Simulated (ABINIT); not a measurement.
# SiC (P6_3mc): one start, several treatments of the self-energy

Aim: compare treatments of exchange, screening and correlation for the gap of SiC (P6_3mc).

Calculated with ABINIT 10.8.3; PBE and many-body steps on it, plane waves.

**What was measured.**

- Gap 3.33 eV: band gap at cryogenic temperature; bulk crystal (literature value) (quoted in “Silicon carbide diodes for neutron detection”, 2020, arxiv:2009.14696).

Report form: the programs' logs are mostly left out.

**1. The structure**

The structure is hexagonal, space group P6_3mc (No. 186). The conventional cell has a = 3.074 Å, b = 3.074 Å, c = 5.045 Å, α = 90.00°, β = 90.00°, γ = 120.00°. Nearest to Si lie 4 C at 1.88 to 1.90 Å. Nearest to C lie 4 Si at 1.88 to 1.90 Å. Farther neighbours are not listed.

The cell and positions are those that the Materials Project relaxed with its own functionals (PBE, PBE+U or r2SCAN), kept fixed.

**2. Empty states on the mesh, 6×6×4 mesh, 188 bands**

This step: ABINIT 10.8.3; DFT, PBE, plane waves, norm-conserving pseudopotentials.

The sums over transitions need many empty states on a uniform mesh; this step solves for them.

run.abi

```
acell 3*1.0 Angstrom
rprim 
  3.073513928196 0.000000000001 0.000000000000
  -1.536756964099 2.661741140703 0.000000000000
  0.000000000000 0.000000000000 5.045247710000
ntypat 2
znucl 14 6
natom 4
typat 1 1 2 2
xred 
  0.333333333333 0.666666666667 0.499602400000
  0.666666666667 0.333333333333 0.999602400000
  0.333333333333 0.666666666667 0.875397600000
  0.666666666667 0.333333333333 0.375397600000
pp_dirpath "pseudos"
pseudos "Si.upf, C.upf"
ecut 37
ngkpt 6 6 4
nshiftk 1
shiftk 0 0 0
kptopt 1
chksymbreak 0
irdden 1
istwfk *1
nband 188
prtvol 0
optdriver 6
gwr_task "HDIAGO"
paral_kgb 0
occopt 1
indata_prefix "in"
outdata_prefix "out"
tmpdata_prefix "tmp"
```

On the command line:

```bash
$ OMP_NUM_THREADS=1 mpirun -n 4 abinit run.abi > log
```

The job ended after 1.9 min (4 MPI ranks of Arm Neoverse V1, shared host; peak memory 2.2 GiB).

Numbers from this step:

```yaml
gap: 2.275 eV
k_of_the_valence_top: 0, 0, 0
k_of_the_conduction_bottom: 0.3333, 0.3333, 0
least_direct_gap: 3.985 eV
k_points_computed: 21
lowest_point_of_the_top_converged_band_above_the_valence_top: 131.3251 eV
```

On this mesh the gap is 2.275 eV.

The density comes from a self-consistent run that is not shown.

**3. Screening, 6×6×4 mesh, 180 bands, screening to 228.6 eV**

The RPA dielectric matrix is built and inverted for each q.

This step: RPA screening on PBE, plane waves, norm-conserving pseudopotentials.

run.abi: that of step 2 with these lines changed.

```diff
@@ -22,10 +22,11 @@
 chksymbreak 0
-irdden 1
 istwfk *1
-nband 188
-prtvol 0
-optdriver 6
-gwr_task "HDIAGO"
-paral_kgb 0
 occopt 1
+irdwfk 1
+optdriver 3
+nband 180
+ecuteps 8.4
+inclvkb 2
+awtr 1
+symchi 1
 indata_prefix "in"
```

Elapsed: 5 min, on 4 MPI ranks; peak memory 2.1 GiB.

This step gave:

```yaml
eps_infinity_with_local_fields_on_this_mesh_along_the_program_s_q_direction: 6.855
the_same_without_local_fields: 7.508
plasma_frequency: 23.12 eV
plane_waves_in_the_screening_matrix: 313
```

Local fields lower ε∞ by 9 %.

**4. G0W0, Godby-Needs plasmon pole**

The self-energy is evaluated for the states that the input lists, and the levels follow from it, in one-shot runs by the linearised quasiparticle equation.

This step: G0W0 on PBE, plane waves, norm-conserving pseudopotentials.

run.abi: that of step 3 with these lines changed.

```diff
@@ -25,8 +25,19 @@
 irdwfk 1
-optdriver 3
+optdriver 4
 nband 180
+gwcalctyp 0
+ecutsigx 37
+symsigma 1
+nkptgw 3
+kptgw 
+  0.0000000000 0.0000000000 0.0000000000
+  0.3333333333 0.3333333333 0.0000000000
+  0.5000000000 0.0000000000 0.0000000000
+bdgw 
+  7 10
+  6 10
+  7 10
 ecuteps 8.4
-inclvkb 2
-awtr 1
-symchi 1
+irdscr 1
+ppmodel 1
 indata_prefix "in"
```

Run time: 85 s. Hardware: 4 MPI ranks; peak memory 2.3 GiB.

Numbers from this step:

| Item | Value |
| --- | --- |
| G0W0 gap on the points computed | 2.981 eV |
| starting gap on the mesh | 2.275 eV |
| k of the valence top | 0, 0, 0 |
| k of the conduction bottom | 0.3333, 0.3333, 0 |
| Z at the valence top | 0.792 |
| Z at the conduction bottom | 0.824 |
| least direct G0W0 gap on the computed points | 4.902 eV |

The gap on the mesh goes from 2.28 eV to 2.98 eV, a correction of +0.71 eV.

**5. G0W0, Hybertsen-Louie plasmon pole**

run.abi: that of step 4 with these lines changed.

```diff
@@ -41,3 +41,3 @@
 irdscr 1
-ppmodel 1
+ppmodel 2
 indata_prefix "in"
```

The job ended after 82 s (4 MPI ranks; peak memory 2.2 GiB).

This step gave:

| Item | Value |
| --- | --- |
| G0W0 gap on the points computed | 3.114 eV |
| starting gap on the mesh | 2.275 eV |
| k of the valence top | 0, 0, 0 |
| k of the conduction bottom | 0.3333, 0.3333, 0 |
| Z at the valence top | 0.816 |
| Z at the conduction bottom | 0.842 |
| least direct G0W0 gap on the computed points | 5.032 eV |

Against G0W0 in ABINIT (6×6×4 mesh, 180 bands, screening to 228.6 eV, Godby-Needs plasmon pole), the gap moves by +0.133 eV.

**6. G0W0, von der Linden-Horsch plasmon pole**

run.abi: that of step 5 with these lines changed.

```diff
@@ -41,3 +41,3 @@
 irdscr 1
-ppmodel 2
+ppmodel 3
 indata_prefix "in"
```

It took 28 s on 4 MPI ranks; peak memory 2.1 GiB.

Numbers from this step:

| Quantity | Value |
| --- | --- |
| G0W0 gap on the points computed | 2.942 eV |
| starting gap on the mesh | 2.275 eV |
| k of the valence top | 0, 0, 0 |
| k of the conduction bottom | 0.3333, 0.3333, 0 |
| least direct G0W0 gap on the computed points | 4.894 eV |

Against G0W0 in ABINIT (6×6×4 mesh, 180 bands, screening to 228.6 eV, Godby-Needs plasmon pole), the gap moves by −0.039 eV.

**7. G0W0, Engel-Farid plasmon pole**

run.abi: that of step 6 with these lines changed.

```diff
@@ -41,3 +41,3 @@
 irdscr 1
-ppmodel 3
+ppmodel 4
 indata_prefix "in"
```

The job ended after 28 s (4 MPI ranks; peak memory 2.1 GiB; 1.9 min of CPU time).

This step gave:

```yaml
g0w0_gap_on_the_points_computed: 3.117 eV
starting_gap_on_the_mesh: 2.275 eV
k_of_the_valence_top: 0, 0, 0
k_of_the_conduction_bottom: 0.3333, 0.3333, 0
least_direct_g0w0_gap_on_the_computed_points: 5.023 eV
```

Against G0W0 in ABINIT (6×6×4 mesh, 180 bands, screening to 228.6 eV, Godby-Needs plasmon pole), the gap moves by +0.136 eV.

**8. One-shot Hartree-Fock**

This step: one-shot Hartree-Fock on PBE, plane waves, norm-conserving pseudopotentials.

run.abi: that of step 7 with these lines changed.

```diff
@@ -26,4 +26,4 @@
 optdriver 4
-nband 180
-gwcalctyp 0
+nband 12
+gwcalctyp 5
 ecutsigx 37
@@ -39,5 +39,4 @@
   7 10
-ecuteps 8.4
-irdscr 1
-ppmodel 4
+ixc_sigma 40
+fftgw 31
 indata_prefix "in"
```

The job ended after 2.8 s (4 MPI ranks; peak memory 0.14 GiB; 11 s of CPU time).

Numbers from this step:

```
quasiparticle gap on the points computed              : 9.127 eV
starting gap on the mesh                              : 2.275 eV
k of the valence top                                  : 0, 0, 0
k of the conduction bottom                            : 0.3333, 0.3333, 0
least direct quasiparticle gap on the computed points : 11.60 eV
```

Against G0W0 in ABINIT (6×6×4 mesh, 180 bands, screening to 228.6 eV, Godby-Needs plasmon pole), the gap moves by +6.146 eV.

**9. Screening, 6×6×4 mesh, 180 bands, screening to 228.6 eV**

This step: RPA screening on PBE, plane waves, norm-conserving pseudopotentials.

run.abi: that of step 8 with these lines changed.

```diff
@@ -25,18 +25,14 @@
 irdwfk 1
-optdriver 4
-nband 12
-gwcalctyp 5
-ecutsigx 37
-symsigma 1
-nkptgw 3
-kptgw 
-  0.0000000000 0.0000000000 0.0000000000
-  0.3333333333 0.3333333333 0.0000000000
-  0.5000000000 0.0000000000 0.0000000000
-bdgw 
-  7 10
-  6 10
-  7 10
-ixc_sigma 40
-fftgw 31
+optdriver 3
+nband 180
+ecuteps 8.4
+inclvkb 2
+awtr 1
+symchi 1
+gwcalctyp 2
+nfreqre 16
+freqremax 40 eV
+nfreqim 8
+spmeth 1
+nomegasf 120
 indata_prefix "in"
```

Elapsed: 10 min, on 4 MPI ranks; peak memory 2.5 GiB.

This step gave:

| Property | Result |
| --- | --- |
| ε∞ with local fields, on this mesh, along the program's q direction | 6.921 |
| the same without local fields | 7.585 |
| plasma frequency | 23.12 eV |
| plane waves in the screening matrix | 313 |

**10. G0W0, contour deformation**

This step: G0W0 on PBE, plane waves, norm-conserving pseudopotentials.

run.abi: that of step 9 with these lines changed.

```diff
@@ -25,14 +25,18 @@
 irdwfk 1
-optdriver 3
+optdriver 4
 nband 180
+gwcalctyp 2
+ecutsigx 37
+symsigma 1
+nkptgw 3
+kptgw 
+  0.0000000000 0.0000000000 0.0000000000
+  0.3333333333 0.3333333333 0.0000000000
+  0.5000000000 0.0000000000 0.0000000000
+bdgw 
+  7 10
+  6 10
+  7 10
 ecuteps 8.4
-inclvkb 2
-awtr 1
-symchi 1
-gwcalctyp 2
-nfreqre 16
-freqremax 40 eV
-nfreqim 8
-spmeth 1
-nomegasf 120
+irdscr 1
 indata_prefix "in"
```

Wall time 46 s (4 MPI ranks); peak memory 3.3 GiB.

This step gave:

* G0W0 gap on the points computed: 3.045 eV
* starting gap on the mesh: 2.275 eV
* k of the valence top: 0, 0, 0
* k of the conduction bottom: 0.3333, 0.3333, 0
* least direct G0W0 gap on the computed points: 4.949 eV

Against G0W0 in ABINIT (6×6×4 mesh, 180 bands, screening to 228.6 eV, Godby-Needs plasmon pole), the gap moves by +0.064 eV.

**11. Screening, 6×6×4 mesh, 180 bands, screening to 228.6 eV**

This step: RPA screening on PBE, plane waves, norm-conserving pseudopotentials.

run.abi: that of step 10 with these lines changed.

```diff
@@ -25,18 +25,11 @@
 irdwfk 1
-optdriver 4
+optdriver 3
 nband 180
-gwcalctyp 2
-ecutsigx 37
-symsigma 1
-nkptgw 3
-kptgw 
-  0.0000000000 0.0000000000 0.0000000000
-  0.3333333333 0.3333333333 0.0000000000
-  0.5000000000 0.0000000000 0.0000000000
-bdgw 
-  7 10
-  6 10
-  7 10
 ecuteps 8.4
-irdscr 1
+inclvkb 2
+awtr 1
+symchi 1
+gwcalctyp 1
+nfreqre 0
+nfreqim 16
 indata_prefix "in"
```

Wall time 21 min (4 MPI ranks); peak memory 2.2 GiB; 82 min of CPU time.

Numbers from this step:

```
ε∞ with local fields, on this mesh, along the program's q direction : 6.855
the same without local fields                                       : 7.508
plasma frequency                                                    : 23.12 eV
plane waves in the screening matrix                                 : 313
```

**12. G0W0, analytic continuation**

This step: G0W0 on PBE, plane waves, norm-conserving pseudopotentials.

run.abi: that of step 11 with these lines changed.

```diff
@@ -25,11 +25,20 @@
 irdwfk 1
-optdriver 3
+optdriver 4
 nband 180
+gwcalctyp 1
+ecutsigx 37
+symsigma 1
+nkptgw 3
+kptgw 
+  0.0000000000 0.0000000000 0.0000000000
+  0.3333333333 0.3333333333 0.0000000000
+  0.5000000000 0.0000000000 0.0000000000
+bdgw 
+  7 10
+  6 10
+  7 10
 ecuteps 8.4
-inclvkb 2
-awtr 1
-symchi 1
-gwcalctyp 1
-nfreqre 0
-nfreqim 16
+irdscr 1
+nomegasi 12
+omegasimax 25 eV
 indata_prefix "in"
```

Run time: 70 s. Hardware: 4 MPI ranks; peak memory 2.9 GiB; 4.7 min of CPU time.

Numbers from this step:

| Quantity | Value |
| --- | --- |
| G0W0 gap on the points computed | 3.058 eV |
| starting gap on the mesh | 2.275 eV |
| k of the valence top | 0, 0, 0 |
| k of the conduction bottom | 0.3333, 0.3333, 0 |
| least direct G0W0 gap on the computed points | 4.992 eV |

Against G0W0 in ABINIT (6×6×4 mesh, 180 bands, screening to 228.6 eV, Godby-Needs plasmon pole), the gap moves by +0.077 eV.

**13. The runs together**

Times are wall times on 4 MPI ranks of Arm Neoverse V1, shared host, good to a factor of about two. A run's time includes the screening step that it read.

```
                                     run   mesh  bands  screening cutoff (eV)  DFT gap (eV)  gap on the mesh (eV)  direct (eV)  ε∞ used     time
          G0W0, Godby-Needs plasmon pole  6×6×4    180                  228.6         2.275                 2.981        4.902     6.85  6.4 min
      G0W0, Hybertsen-Louie plasmon pole  6×6×4    180                  228.6         2.275                 3.114        5.032     6.85  6.4 min
G0W0, von der Linden-Horsch plasmon pole  6×6×4    180                  228.6         2.275                 2.942        4.894     6.85  5.5 min
          G0W0, Engel-Farid plasmon pole  6×6×4    180                  228.6         2.275                 3.117        5.023     6.85  5.5 min
                   one-shot Hartree-Fock  6×6×4      -                      -         2.275                 9.127       11.596        -    2.8 s
               G0W0, contour deformation  6×6×4    180                  228.6         2.275                 3.045        4.949     6.92   11 min
             G0W0, analytic continuation  6×6×4    180                  228.6         2.275                 3.058        4.992     6.85   22 min
```

**14. Summary of results**

```
G0W0, Godby-Needs plasmon pole           : 2.981 eV
G0W0, Hybertsen-Louie plasmon pole       : 3.114 eV
G0W0, von der Linden-Horsch plasmon pole : 2.942 eV
G0W0, Engel-Farid plasmon pole           : 3.117 eV
one-shot Hartree-Fock                    : 9.127 eV
G0W0, contour deformation                : 3.045 eV
G0W0, analytic continuation              : 3.058 eV
known limits                             : not at the basis limit
```

G0W0, Hybertsen-Louie plasmon pole: +0.133 eV against G0W0, Godby-Needs plasmon pole. G0W0, von der Linden-Horsch plasmon pole: −0.039 eV against G0W0, Godby-Needs plasmon pole. G0W0, Engel-Farid plasmon pole: +0.136 eV against G0W0, Godby-Needs plasmon pole. One-shot Hartree-Fock: +6.146 eV against G0W0, Godby-Needs plasmon pole. G0W0, contour deformation: +0.064 eV against G0W0, Godby-Needs plasmon pole. G0W0, analytic continuation: +0.077 eV against G0W0, Godby-Needs plasmon pole. Bare exchange alone opens the gap to 9.13 eV; against G0W0, correlation takes back 6.15 eV. Against experiment, by G0W0, Godby-Needs plasmon pole: the gap of 2.98 eV lies −0.35 eV from the measured 3.33 eV (kind not stated, quoted 2020). These are gaps on the mesh, at modest bands and cutoff. The calculation has static nuclei and no excitons; a measured gap holds zero-point and thermal motion, which mostly lowers it. Bands and cutoff are finite, so the gap is not at the basis limit. The miss can reach some tenths of an eV and take either sign; the mesh is an error of its own. In the G0W0 runs levels were corrected at 3 k points alone, so a gap called «on the mesh» is the least over those, and an edge elsewhere would be missed.

[Paths, hosts, dates, memory and timing lines, banners, echoed tables and standing remarks are left out of the program output.]

[Logs are printed without paths, hosts, clocks, repeated set-up lines and the standing remarks that a program may print on its own settings, such as how far it seeks lower states.]

[Runs of the session that timed out or met a known fault of the program may be left out.]

[Hosts, paths, dates, database ids (printed as entryN), source tags and the programs' standing remarks are cut or masked in the printed files.]

[G0W0 gaps are taken among the corrected bands and points alone; a level outside them can change the order at an edge.]

[Where Ansatz stands beside ABINIT at settings called matched, ABINIT's density can come from a denser mesh and the files from another edition; pairs whose starting gaps differed by over 0.03 eV were left out, so agreement reads better than it is.]
